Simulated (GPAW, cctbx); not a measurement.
# By hand: from a DFT structure factor to an extinction distance in TlAuS2

TlAuS2, P6_3/mmc (no. 194), a = 4.1309 Å, b = 4.1309 Å, c = 14.7971 Å, α = 90.00°, β = 90.00°, γ = 120.00°.

```
atom  mult.    x    y       z
 Tl1      2    0    0     1/2
 Au1      2  1/3  2/3     1/4
  S1      4  1/3  2/3  0.4063
```

The start was made by putting kin elements into a known structure type; the compound need not exist, or be stable, in this form.

A DFT run (GPAW, PBE, 450 eV, 5×5×2 k-points (along the axes of the calculation cell), Fermi–Dirac width 0.05 eV) gives the static X-ray structure factor of 002 as 26.734 e for the conventional cell; superposed free atoms give 26.663 e. **Problem.** Find the Fourier component V of the crystal potential and the two-beam extinction distance at 120 kV in both cases.

## Step 1: Geometry

The cell volume is Ω = 218.67 Å³ and d(002) = 7.3986 Å, so g = 1/d = 0.1352 Å⁻¹.

## Step 2: The nuclei

Electrons feel nuclei as well as electrons, so the nuclear charges are summed with the same phases.

Phase sums Σ exp(2πi h·x), turned so that the total is real and positive: Tl +2.000, Au -2.000, S +1.535. Then F_Z = 81 × (+2.000) + 79 × (-2.000) + 16 × (+1.535) = 28.57 e. The electron term has the same sign for this reflection.

## Step 3: Mott–Bethe

Poisson's equation, term by term, gives V = (e/4πε₀)(F_Z − F)/(πΩg²), with e/4πε₀ = 14.3996 V Å.

The prefactor is 14.3996 × 7.3986²/(π × 218.67) = 1.14738 V per electron. Free atoms: (28.57 − 26.663) × 1.14738 = 2.183 V. Crystal: (28.57 − 26.734) × 1.14738 = 2.101 V. F changes by +0.27 % and V by -3.7 %: the same 0.07 e is measured against F_Z − F = 1.9 e in place of F = 26.7 e.

## Step 4: Extinction distance

In the two-beam case ξ = 1/(λU) with U = 2γm₀eV/h², that is ξ = 150.41 V Å²/(γλV).

At 120 kV, λ = 0.03349 Å and γ = 1.2348. Free atoms: ξ = 1666 Å. Crystal: ξ = 1731 Å. The thickness fringes go as sin²(πt/ξ), so the two patterns slip by a quarter of a period when t|1/ξ₁ − 1/ξ₀| = 1/4, at t ≈ 1116 nm, thicker than usual samples. Thermal motion, absorption and many-beam coupling, left out here, change a real pattern.

## Step 5: Answer

V(002) is 2.10 V against 2.18 V, and ξ is 1731 against 1666 Å. Limits: static atoms, two beams.

[Outputs are excerpts: Python notices, other lines and further rows are left out; steps that failed or that the build refused (PBEsol, TPSS) are not shown.]

[Logs are printed without paths, hosts, clocks, repeated set-up lines and the standing remarks that a program may print on its own settings, such as how far it seeks lower states.]
